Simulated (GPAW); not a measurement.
# How the form of the self-energy moves the gap of MgI2 (P-3m1)

Aim: compare treatments of exchange, screening and correlation for the gap of MgI2 (P-3m1).

Method: PBE and many-body steps on it, plane waves, in GPAW 26.7.0.

The database entry behind the starting cell has ideal inner coordinates that were not refined, so it need not match the best structure at ambient conditions.

## Step 1: Set-up

It takes space group P-3m1 (No. 164, trigonal). Conventional cell: a = 4.140 Å, b = 4.140 Å, c = 6.880 Å, α = 90.00°, β = 90.00°, γ = 120.00°. Nearest to Mg lie 6 I at 2.94 Å. Nearest to I lie 3 Mg at 2.94 Å. Farther neighbours and most contacts between anions are not listed.

Structure file:

```xyz
3
Lattice="4.1400 0.0000 0.0000 -2.0700 3.5853 0.0000 0.0000 0.0000 6.8800" Properties=species:S:1:pos:R:3 pbc="T T T"
Mg    0.0000    0.0000    0.0000
I     0.0000    2.3902    1.7200
I     2.0700    1.1951    5.1600
```

The cell and positions come from the Crystallography Open Database and are kept as given unless a step says otherwise. Spin-orbit coupling is left out unless a step names it.

## Step 2: Empty states on the mesh, 3×3×2 mesh, 479 bands

This step: GPAW 26.7.0; DFT, PBE, plane waves, PAW.

The sums over transitions need many empty states on a uniform mesh; this step solves for them.

run.py

```python
import json
import numpy as np
from gpaw.mpi import world
from gpaw import GPAW

calc = GPAW('gs.gpw').fixed_density(kpts={'size': (3, 3, 2), 'gamma': True},
    parallel={'domain': 1, 'band': 1},
    txt='nscf.txt')
calc.diagonalize_full_hamiltonian(nbands=479)
calc.write('full.gpw', mode='all')
res = {}
kpts = calc.get_ibz_k_points()
res['kpts'] = kpts
res['eigenvalues'] = [calc.get_eigenvalues(kpt=k) for k in range(len(kpts))]
res['n_electrons'] = calc.get_number_of_electrons()

if world.rank == 0:
    with open('result.json', 'w') as f:
        json.dump(res, f, default=lambda x: x.tolist())
```

Launch:

```console
$ mpirun -n 4 gpaw python run.py
```

Numbers of over 12 decimals in the logs are rounded to 6 here.

The program printed:

```text
Diagonalizing LCAO Hamiltonian
Converting LCAO to pw mode
convergence criteria:
- Maximum integral of absolute [eigenst]ate change: 4e-08 eV^2 / valence electron
maximum number of iterations: 100

SCF iterations
|iter     |     time |      energy | eigst |  dens |
|iter:   1|  |             | +0.71 |       |
|iter:   2|  |             | -0.22 |       |
|iter:   3|  |             | -1.30 |       |
[...]
|iter:   7|  |             | -5.60 |       |
|iter:   8|  |             | -6.88 |       |
|iter:   9|  |             | -7.59c|       |
SCF steps: 9
  __  _  _
 | _ |_)|_||  |
 |__||  | ||/\| - 26.7.0

Input parameters:
  mode=PW(ecut=450.000000),
  convergence={'density': 1e-06, 'bands': -3},
  gpts=array([21, 21, 35]),
  kpts=MonkhorstPack(size=(3, 3, 2), gamma=True),
  maxiter=100,
  nbands=19,
  occupations=Occupations(name='fermi-dirac', width=0.001, fixmagmom=False),
  parallel={'domain': 1, 'band': 1},
  xc=XC(name='PBE')
Matrix size: 2237x2237
# Writing to full.gpw (mode='all')
  [... matrices ...]

timing:  # [seconds]
  Total: 20.607  # ━━━━━━━━━━━━━━━━━━━━━━━━━━━━━━━━━━━━━━━━━━━━━━━━━━━━━━━━━━
```

Wall time 24 s (4 MPI ranks of Arm Neoverse V2, shared host); peak memory 1.9 GiB; 95 s of CPU time.

This step gave:

* gap: 3.655 eV
* k of the valence top: 0, 0, 0
* k of the conduction bottom: 0, 0, 0
* least direct gap: 3.655 eV
* k points computed: 6
* lowest point of the top converged band, above the valence top: 152.2651 eV

On this mesh the gap is 3.655 eV.

## Step 3: G0W0, Godby-Needs plasmon pole

G0W0 replaces the xc potential by the self-energy, built once from these orbitals. Only a window of levels is corrected, while the sums run over the empty bands that the input names.

This step: G0W0 on PBE, plane waves, PAW.

run.py

```python
import json
import numpy as np
from gpaw.mpi import world
from gpaw.response.g0w0 import G0W0

gw = G0W0('full.gpw',
    filename='gw',
    kpts=[0],
    bands=(10, 14),
    ecut=96,
    nbands=218,
    integrate_gamma='WS',
    ppa=True)
gw.calculate()
res = {mode: {k: v for k, v in r.items() if k != 'sigma_eskwn'}
       for mode, r in gw.all_results.items()}

if world.rank == 0:
    with open('result.json', 'w') as f:
        json.dump(res, f, default=lambda x: x.tolist())
```

Launch:

```console
$ mpirun -n 4 gpaw python run.py
```

The program printed:

```text
Using integrator: PointIntegrator
FrequencyGridDescriptor(from 0.000+0.000j to 0.000+27.211j eV, 2 points)
Nonperiodic BCs:  [False False False]
Using integrator: PointIntegrator
FrequencyGridDescriptor(from 0.000+0.000j to 0.000+27.211j eV, 2 points)
Nonperiodic BCs:  [False False False]
  ___  _ _ _
 |   || | | |
 | | || | | |
 |__ ||_____|
 |___|

BZ k-points: Symmetries present (total): 12

  [... matrices ...]
18 k-points: 3 x 3 x 2 Monkhorst-Pack grid + [0.000000,0.000000,1/4]
6 k-points in the irreducible part of the Brillouin zone
       k-points in crystal coordinates                weights
   0:     0.00000000    0.00000000    0.00000000          1/18
   1:     0.00000000    0.00000000    0.50000000          1/18
   2:     0.33333333    0.00000000    0.00000000          6/18
   3:     0.33333333    0.00000000    0.50000000          6/18
   4:     0.33333333    0.33333333    0.00000000          2/18
   5:     0.33333333    0.33333333    0.50000000          2/18

Distributing spins, k-points and bands (1 x 1 x 4) over 4 processes
Number of blocks: 1

Quasi particle states:
k-points (IBZ indices): [0]
Band range: (10, 14)
  [... matrices ...]
Computational parameters:
Plane wave cut-off: 96 eV
Number of bands: 218
Coulomb cutoff: None
Broadening: 0.1 eV

fxc modes: GW
Kernel: RPA
Using Godby-Needs plasmon-pole approximation:
  Fitting energy: i*E0, E0 = 1.000 Hartree
Summing all q:

Calculating screened Coulomb potential
No Coulomb truncation
FrequencyGridDescriptor(from 0.000+0.000j to 0.000+27.211j eV, 2 points)
Removing empty qpoint cache files...

Calculating chi0 body with:
    Ground state adapter containing:
    Number of spins: 1
    Number of kpoints: 18
    Number of irreducible kpoints: 6
    Number of completely occupied states: 12
    Number of partially occupied states: 12
    Occupied states memory: 2.826233 M / cpu

    Linear response parametrization:
    q_c: [0.0, 0.0, 0.0]
    Number of frequency points: 2
    Planewave cutoff: 96.0
    Number of bands: 218
    Number of planewaves: 233
    Broadening (eta): 1e-06
    comm.size: 4
    kncomm.size: 4
    blockcomm.size: 1

    Memory estimate of potentially large arrays:
        chi0_wGG: 1.656769 M / cpu
Integrating chi0 body.

Symmetries of q_c:
    Direct symmetries (Uq -> q): 12
    Indirect symmetries (TUq -> q): 0
In total 12 allowed symmetries.

  [... matrices ...]
6 groups of equivalent kpoints. 66.666667% reduction.

Integral kind: response function
Integrating chi0 head and wings.

Symmetries of q_c:
    Direct symmetries (Uq -> q): 12
    Indirect symmetries (TUq -> q): 0
In total 12 allowed symmetries.

  [... matrices ...]
6 groups of equivalent kpoints. 66.666667% reduction.

Integral kind: response function wings

Calculating chi0 body with:
    Ground state adapter containing:
    Number of spins: 1
    Number of kpoints: 18
    Number of irreducible kpoints: 6
    Number of completely occupied states: 12
    Number of partially occupied states: 12
    Occupied states memory: 2.826233 M / cpu

[... the further q-points ...]

Results:
f:      Occupation numbers
eps:     KS-eigenvalues [eV]
vxc:     KS vxc [eV]
exx:     Exact exchange [eV]
sigma:   Self-energies [eV]
dsigma:  Self-energy derivatives
Z:       Renormalization factors
qp:      QP-energies [eV]

k-point 0 (0): (0.000, 0.000, 0.000)                GW
band       f     eps     vxc     exx   sigma  dsigma       Z      qp
                                                                   GW
  10   1.000   2.475 -15.056 -17.872   1.595  -0.241   0.806   1.491
  11   1.000   2.475 -15.056 -17.872   1.595  -0.241   0.806   1.491
  12   0.000   6.130 -11.361  -7.125  -3.470  -0.210   0.827   6.762
  13   0.000   7.354  -9.582  -5.351  -3.616  -0.210   0.826   7.862
```

Run time: 23 s. Hardware: 4 MPI ranks; peak memory 1.2 GiB.

This step gave:

```yaml
g0w0_gap_on_the_points_computed: 5.271 eV
least_direct_g0w0_gap_on_the_computed_points: 5.271 eV
z_at_the_valence_top: 0.8056
z_at_the_conduction_bottom: 0.8266
starting_gap_on_the_mesh: 3.655 eV
k_of_the_valence_top: 0, 0, 0
k_of_the_conduction_bottom: 0, 0, 0
```

The gap on the mesh goes from 3.66 eV to 5.27 eV, a correction of +1.62 eV.

## Step 4: One-shot HSE06

This step: one-shot HSE06 levels on PBE orbitals, plane waves, PAW.

run.py

```python
import json
import numpy as np
from gpaw.mpi import world
from gpaw.hybrids.eigenvalues import non_self_consistent_eigenvalues

dft, vxc, vxc_hyb = non_self_consistent_eigenvalues('full.gpw', 'HSE06', 10, 14, kpt_indices=[0])
res = {'dft': dft[0], 'hybrid': (dft - vxc + vxc_hyb)[0]}
if world.rank == 0:
    with open('hybrid.txt', 'w') as f:
        for k, e0, e1 in zip([0], res['dft'], res['hybrid']):
            print(k, ' '.join(f'{x:9.4f}' for x in e0), '|', ' '.join(f'{x:9.4f}' for x in e1), file=f)

if world.rank == 0:
    with open('result.json', 'w') as f:
        json.dump(res, f, default=lambda x: x.tolist())
```

Launch:

```console
$ mpirun -n 4 gpaw python run.py
```

The program printed:

```text
IBZ(<points: 6, symmetries: 12>)
Occupied bands: 12
Transforming wave functions from IBZ to BZ: 0.010 seconds
Distributing wave functions and iFFT-ing to real space: 0.062 seconds
Calculating eigenvalues:
  k-points: 1
  Bands: 10-13 (inclusive)
  Seconds: 0.092 (wave-function broadcasting: 0.004 seconds)
HSE06-eigenvalue shifts:
  min: -0.608 eV
  ave: -0.118 eV
  max: 0.387 eV
```

Run time: 2.4 s. Hardware: 4 MPI ranks; peak memory 0.71 GiB.

Numbers from this step:

```yaml
starting_gap_on_the_mesh: 3.655 eV
hybrid_gap_on_the_mesh: 4.650 eV
least_direct_hybrid_gap_on_the_computed_points: 4.650 eV
```

## Step 5: G0W0, extrapolated in the cutoff

This step: G0W0 on PBE, plane waves, PAW.

run.py

```python
import json
import numpy as np
from gpaw.mpi import world
from gpaw.response.g0w0 import G0W0

gw = G0W0('full.gpw',
    filename='gw',
    kpts=[0],
    bands=(10, 14),
    ecut=160.0,
    integrate_gamma='WS',
    ppa=True,
    ecut_extrapolation=True)
gw.calculate()
res = {mode: {k: v for k, v in r.items() if k != 'sigma_eskwn'}
       for mode, r in gw.all_results.items()}

if world.rank == 0:
    with open('result.json', 'w') as f:
        json.dump(res, f, default=lambda x: x.tolist())
```

Launch:

```console
$ mpirun -n 4 gpaw python run.py
```

The program printed:

```text
Using integrator: PointIntegrator
FrequencyGridDescriptor(from 0.000+0.000j to 0.000+27.211j eV, 2 points)
Nonperiodic BCs:  [False False False]
Using integrator: PointIntegrator
FrequencyGridDescriptor(from 0.000+0.000j to 0.000+27.211j eV, 2 points)
Nonperiodic BCs:  [False False False]
  ___  _ _ _
 |   || | | |
 | | || | | |
 |__ ||_____|
 |___|

BZ k-points: Symmetries present (total): 12

  [... matrices ...]
18 k-points: 3 x 3 x 2 Monkhorst-Pack grid + [0.000000,0.000000,1/4]
6 k-points in the irreducible part of the Brillouin zone
       k-points in crystal coordinates                weights
   0:     0.00000000    0.00000000    0.00000000          1/18
   1:     0.00000000    0.00000000    0.50000000          1/18
   2:     0.33333333    0.00000000    0.00000000          6/18
   3:     0.33333333    0.00000000    0.50000000          6/18
   4:     0.33333333    0.33333333    0.00000000          2/18
   5:     0.33333333    0.33333333    0.50000000          2/18

Distributing spins, k-points and bands (1 x 1 x 4) over 4 processes
Number of blocks: 1

Quasi particle states:
k-points (IBZ indices): [0]
Band range: (10, 14)
  [... matrices ...]
Computational parameters:
Extrapolating to infinite plane wave cut-off using points at:
  137.884 eV
  147.917 eV
  160.000 eV
Number of bands: 469
Coulomb cutoff: None
Broadening: 0.1 eV

fxc modes: GW
Kernel: RPA
Using Godby-Needs plasmon-pole approximation:
  Fitting energy: i*E0, E0 = 1.000 Hartree
Summing all q:

Calculating screened Coulomb potential
No Coulomb truncation
FrequencyGridDescriptor(from 0.000+0.000j to 0.000+27.211j eV, 2 points)
Removing empty qpoint cache files...

Calculating chi0 body with:
    Ground state adapter containing:
    Number of spins: 1
    Number of kpoints: 18
[...]
Linear response parametrization:
    q_c: [0.0, 0.0, 0.0]
    Number of frequency points: 2
    Planewave cutoff: 160.0
    Number of bands: 469
    Number of planewaves: 465
    Broadening (eta): 1e-06
    comm.size: 4
    kncomm.size: 4
    blockcomm.size: 1

    Memory estimate of potentially large arrays:
        chi0_wGG: 6.598663 M / cpu
Integrating chi0 body.

Symmetries of q_c:
    Direct symmetries (Uq -> q): 12
    Indirect symmetries (TUq -> q): 0
In total 12 allowed symmetries.

  [... matrices ...]
6 groups of equivalent kpoints. 66.666667% reduction.

Integral kind: response function
Integrating chi0 head and wings.

Symmetries of q_c:
    Direct symmetries (Uq -> q): 12
    Indirect symmetries (TUq -> q): 0
In total 12 allowed symmetries.

  [... matrices ...]
6 groups of equivalent kpoints. 66.666667% reduction.

Integral kind: response function wings

Calculating chi0 body with:
    Ground state adapter containing:
    Number of spins: 1
    Number of kpoints: 18
    Number of irreducible kpoints: 6
    Number of completely occupied states: 12
    Number of partially occupied states: 12
    Occupied states memory: 2.826233 M / cpu

[... the further q-points ...]
Extrapolating selfenergy to infinite energy cutoff:
  Performing linear fit to 3 points
  Warning: Bad quality of linear fit for some (n,k).
           Higher cutoff might be necessary.
  Minimum R^2 = 0.0235. (R^2 Should be close to 1)
  [... matrices ...]
Results:
f:      Occupation numbers
eps:     KS-eigenvalues [eV]
vxc:     KS vxc [eV]
exx:     Exact exchange [eV]
sigma:   Self-energies [eV]
dsigma:  Self-energy derivatives
Z:       Renormalization factors
qp:      QP-energies [eV]

k-point 0 (0): (0.000, 0.000, 0.000)                GW
band       f     eps     vxc     exx   sigma  dsigma       Z      qp
                                                                   GW
  10   1.000   2.475 -15.056 -17.872   1.205  -0.244   0.804   1.180
  11   1.000   2.475 -15.056 -17.872   1.205  -0.244   0.804   1.180
  12   0.000   6.130 -11.361  -7.125  -3.680  -0.212   0.825   6.588
  13   0.000   7.354  -9.582  -5.351  -3.771  -0.229   0.814   7.728
```

Wall time 2.7 min (4 MPI ranks); peak memory 1.7 GiB; 11 min of CPU time.

Numbers from this step:

```yaml
quasiparticle_gap_on_the_points_computed: 5.409 eV
least_direct_quasiparticle_gap_on_the_computed_points: 5.409 eV
z_at_the_valence_top: 0.8037
z_at_the_conduction_bottom: 0.8254
starting_gap_on_the_mesh: 3.655 eV
k_of_the_valence_top: 0, 0, 0
k_of_the_conduction_bottom: 0, 0, 0
gaps_at_the_cutoffs_of_the_extrapolation: 5.332, 5.340, 5.347 eV
```

Against G0W0 in GPAW (3×3×2 mesh, 218 bands, screening to 96 eV, Godby-Needs plasmon pole), the gap moves by +0.137 eV.

## Step 6: One-shot Hartree-Fock

This step: one-shot Hartree-Fock levels on PBE orbitals, plane waves, PAW.

run.py

```python
import json
import numpy as np
from gpaw.mpi import world
from gpaw.hybrids.eigenvalues import non_self_consistent_eigenvalues

dft, vxc, vxc_hyb = non_self_consistent_eigenvalues('full.gpw', 'EXX', 10, 14, kpt_indices=[0])
res = {'dft': dft[0], 'hybrid': (dft - vxc + vxc_hyb)[0]}
if world.rank == 0:
    with open('hybrid.txt', 'w') as f:
        for k, e0, e1 in zip([0], res['dft'], res['hybrid']):
            print(k, ' '.join(f'{x:9.4f}' for x in e0), '|', ' '.join(f'{x:9.4f}' for x in e1), file=f)

if world.rank == 0:
    with open('result.json', 'w') as f:
        json.dump(res, f, default=lambda x: x.tolist())
```

Launch:

```console
$ mpirun -n 4 gpaw python run.py
```

The program printed:

```text
IBZ(<points: 6, symmetries: 12>)
Occupied bands: 12
Transforming wave functions from IBZ to BZ: 0.009 seconds
Distributing wave functions and iFFT-ing to real space: 0.049 seconds
Calculating eigenvalues:
  k-points: 1
  Bands: 10-13 (inclusive)
  Seconds: 0.136 (wave-function broadcasting: 0.004 seconds)
HSE06-eigenvalue shifts:
  min: -2.816 eV
  ave: 0.708 eV
  max: 4.235 eV
```

It took 2.3 s on 4 MPI ranks; peak memory 0.77 GiB; 8.8 s of CPU time.

Numbers from this step:

```yaml
starting_gap_on_the_mesh: 3.655 eV
hybrid_gap_on_the_mesh: 10.71 eV
least_direct_hybrid_gap_on_the_computed_points: 10.71 eV
```

## Step 7: G0W0, full frequency, Hilbert transform

This step: G0W0 on PBE, plane waves, PAW.

run.py

```python
import json
import numpy as np
from gpaw.mpi import world
from gpaw.response.g0w0 import G0W0

gw = G0W0('full.gpw',
    filename='gw',
    kpts=[0],
    bands=(10, 14),
    ecut=96,
    nbands=218,
    integrate_gamma='WS',
    frequencies={'type': 'nonlinear', 'domega0': 0.1, 'omega2': 15.0},
    eta=0.1,
    nblocksmax=True)
gw.calculate()
res = {mode: {k: v for k, v in r.items() if k != 'sigma_eskwn'}
       for mode, r in gw.all_results.items()}

if world.rank == 0:
    with open('result.json', 'w') as f:
        json.dump(res, f, default=lambda x: x.tolist())
```

Launch:

```console
$ mpirun -n 4 gpaw python run.py
```

The program printed:

```text
Using integrator: PointIntegrator
NonLinearFrequencyDescriptor(from 0.000 to 165.131 eV, 298 points)
Nonperiodic BCs:  [False False False]
Using integrator: PointIntegrator
NonLinearFrequencyDescriptor(from 0.000 to 165.131 eV, 298 points)
Nonperiodic BCs:  [False False False]
  ___  _ _ _
 |   || | | |
 | | || | | |
 |__ ||_____|
 |___|

BZ k-points: Symmetries present (total): 12

  [... matrices ...]
18 k-points: 3 x 3 x 2 Monkhorst-Pack grid + [0.000000,0.000000,1/4]
6 k-points in the irreducible part of the Brillouin zone
[...]
Results:
f:      Occupation numbers
eps:     KS-eigenvalues [eV]
vxc:     KS vxc [eV]
exx:     Exact exchange [eV]
sigma:   Self-energies [eV]
dsigma:  Self-energy derivatives
Z:       Renormalization factors
qp:      QP-energies [eV]

k-point 0 (0): (0.000, 0.000, 0.000)                GW
band       f     eps     vxc     exx   sigma  dsigma       Z      qp
                                                                   GW
  10   1.000   2.475 -15.056 -17.872   1.566  -0.265   0.790   1.486
  11   1.000   2.475 -15.056 -17.872   1.565  -0.265   0.790   1.486
  12   0.000   6.130 -11.361  -7.125  -3.442  -0.210   0.826   6.786
  13   0.000   7.354  -9.582  -5.351  -3.583  -0.219   0.820   7.886
```

Run time: 1.7 min. Hardware: 4 MPI ranks; peak memory 2.1 GiB; 6.8 min of CPU time.

This step gave:

| Quantity | Value |
| --- | --- |
| G0W0 gap on the points computed | 5.300 eV |
| least direct G0W0 gap on the computed points | 5.300 eV |
| starting gap on the mesh | 3.655 eV |
| k of the valence top | 0, 0, 0 |
| k of the conduction bottom | 0, 0, 0 |

Against G0W0 in GPAW (3×3×2 mesh, 218 bands, screening to 96 eV, Godby-Needs plasmon pole), the gap moves by +0.028 eV.

## Step 8: Side by side

Times are wall times on 4 MPI ranks of Arm Neoverse V2, shared host, good to a factor of about two.

```
                                    run   mesh  bands  screening cutoff (eV)  DFT gap (eV)  gap on the mesh (eV)  direct (eV)     time
         G0W0, Godby-Needs plasmon pole  3×3×2    218                     96         3.655                 5.271        5.271     23 s
                         one-shot HSE06  3×3×2      -                      -         3.655                 4.650        4.650    2.4 s
       G0W0, extrapolated in the cutoff  3×3×2      -                    160         3.655                 5.409        5.409  2.7 min
                  one-shot Hartree-Fock  3×3×2      -                      -         3.655                10.707       10.707    2.3 s
G0W0, full frequency, Hilbert transform  3×3×2    218                     96         3.655                 5.300        5.300  1.7 min
```

## Step 9: Summary of results

```json
{"G0W0, Godby-Needs plasmon pole": "5.271 eV", "one-shot HSE06": "4.650 eV", "G0W0, extrapolated in the cutoff": "5.409 eV", "one-shot Hartree-Fock": "10.707 eV", "G0W0, full frequency, Hilbert transform": "5.300 eV", "known limits": "not at the basis limit; no spin-orbit coupling; coarse k mesh"}
```

**Reading.** One-shot HSE06: −0.621 eV against G0W0, Godby-Needs plasmon pole. G0W0, extrapolated in the cutoff: +0.137 eV against G0W0, Godby-Needs plasmon pole, at other bands or cutoff, so not like for like. One-shot Hartree-Fock: +5.436 eV against G0W0, Godby-Needs plasmon pole. G0W0, full frequency, Hilbert transform: +0.028 eV against G0W0, Godby-Needs plasmon pole. Bare exchange alone opens the gap to 10.71 eV; against G0W0, correlation takes back 5.44 eV. One-shot hybrid levels are evaluated on the PBE orbitals. Bands and cutoff are finite, so the gap is not at the basis limit. The miss can reach some tenths of an eV and take either sign; the mesh is an error of its own. These stock PAW sets were not made for GW; the filled d or f shell of I lies in the frozen core, which bears on start and correction. In the G0W0 runs levels were corrected at 1 k point alone, so a gap called «on the mesh» is the least over those, and an edge elsewhere would be missed. The program warns of a poor linear fit in the extrapolation of some level, so the extrapolated values are rough. A denser mesh or path gives a starting gap of 3.51 eV: the GW mesh misses a band edge, so its gaps are not the fundamental one. The 3×3×2 mesh is coarse for this cell, which bears on the long-range parts of exchange and screening. The many-body steps are scalar-relativistic: spin-orbit coupling is not in them.

[Paths, hosts, dates, memory and timing lines, banners, echoed tables and standing remarks are left out of the program output.]

[Logs are printed without paths, hosts, clocks, repeated set-up lines and the standing remarks that a program may print on its own settings, such as how far it seeks lower states.]

[Runs of the session that timed out or met a known fault of the program may be left out.]

[Hosts, paths, dates, database ids (printed as entryN), source tags and the programs' standing remarks are cut or masked in the printed files.]
